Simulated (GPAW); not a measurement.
C (Fd-3m): refractive index against wavelength

The refractive index of C (Fd-3m) below the direct gap (5.55 eV on the mesh) is read from one computed spectrum, n = √(Re ε).

Cell: a, b, c = 2.522, 2.522, 2.522 Å (primitive vectors), 2 atoms.

Method: GPAW 26.7.0, LDA, RPA, k-mesh 17×17×17, local fields up to 50 eV, Lorentzian half width 0.15 eV.

Launch of the response step: `OMP_NUM_THREADS=1 python df.py`. The run took 15 s, its band step included, on 1 thread of Arm Neoverse V2 (shared host).

| wavelength (nm) | photon energy E (eV) | n |
| --- | --- | --- |
| 850 | 1.459 | 2.4299 |
| 700 | 1.771 | 2.4396 |
| 633 | 1.959 | 2.4465 |
| 532 | 2.331 | 2.4626 |
| 450 | 2.755 | 2.4855 |
| 405 | 3.061 | 2.5054 |
| 365 | 3.397 | ? |

In the single-oscillator model n² − 1 = E₀E_d/(E₀² − E²), so 1/(n² − 1) = E₀/E_d − E²/(E₀E_d) is linear in E².

Working, on the rows shown:

| x = E² (eV²) | y = 1/(n² − 1) |
| --- | --- |
| 2.12762 | 0.203898 |
| 3.13716 | 0.201953 |
| 3.83641 | 0.200587 |
| 5.43137 | 0.197457 |
| 7.59115 | 0.193136 |
| 9.37179 | 0.189501 |

Means: x̄ = 5.2493, ȳ = 0.19776. Σ(x − x̄)(y − ȳ) = -0.07695, Σ(x − x̄)² = 38.71. Slope = -0.07695 / 38.71 = -0.001988; intercept = ȳ − slope · x̄ = 0.20819. Turned back into n, the line misses the rows shown by at most 0.00034.

Question: Predict the last column of the withheld row from the fit.

Answer: At x = 11.538 the line gives y = 0.18526, that is 2.5294. The run gave 2.5310, so the extrapolation is off by 0.0016, 1.6 % of the range in the table.

Refitted with all rows, the slope is -0.002008 and the intercept 0.20827. These give E₀ = √(intercept/−slope) = 10.18 eV and E_d = E₀/intercept = 48.9 eV; E₀ is 1.8 times the direct gap. The electronic limit at long wavelengths, without lattice vibrations, is n = √(1 + 1/intercept) = 2.409. Excitons are left out; LDA gaps are as a rule too small. The values come from a sum over the points of one k-mesh and carry its error, which grows as the direct gap shrinks. The local-field cutoff holds few shells of reciprocal vectors for this small cell, so ε∞ can read a few per cent high.
